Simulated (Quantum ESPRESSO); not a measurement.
# Voltage at the next charge: Ta(110), 4 layers, one monolayer of H on top sites against an electrode

Method. Quantum ESPRESSO 7.5, PBE, GBRV ultrasoft; ESM with bc3, a metal electrode 6.07 Å above the top atoms; cell area 7.747 Å²; ions fixed. V is the potential energy of an electron at the electrode over the slab's Fermi level, divided by e, so that it equals the work function at zero charge; positive charge removes electrons.

```
charge (e a cell)  V (V)
                0  6.624
           0.0116  8.184
           0.0232  9.750
```

**Question.** What is V at a charge of 0.0465 e, and what capacitance do the rows imply?

**Worked estimate.** The last two rows give dV/dq = (9.750 − 8.184)/(0.0232 − 0.0116) = 135.0 V/e, so C = 1602/(7.747 × 135.0) = 1.53 µF/cm², an effective gap of 8.854/1.53 = 5.78 Å. At constant C, V = 9.750 + 135.0 × 0.0233 = 12.90 V.

**Check.** V = 12.906 V; the estimate misses by −0.01 V, 0.3 % of the step. Over the three intervals C goes 1.54, 1.53 and 1.53 µF/cm².

**Limits.** Vacuum fills the gap; a dielectric or electrolyte would change C. The slab is thin.

[Logs are printed without paths, hosts, clocks, repeated set-up lines and the standing remarks that a program may print on its own settings, such as how far it seeks lower states.]
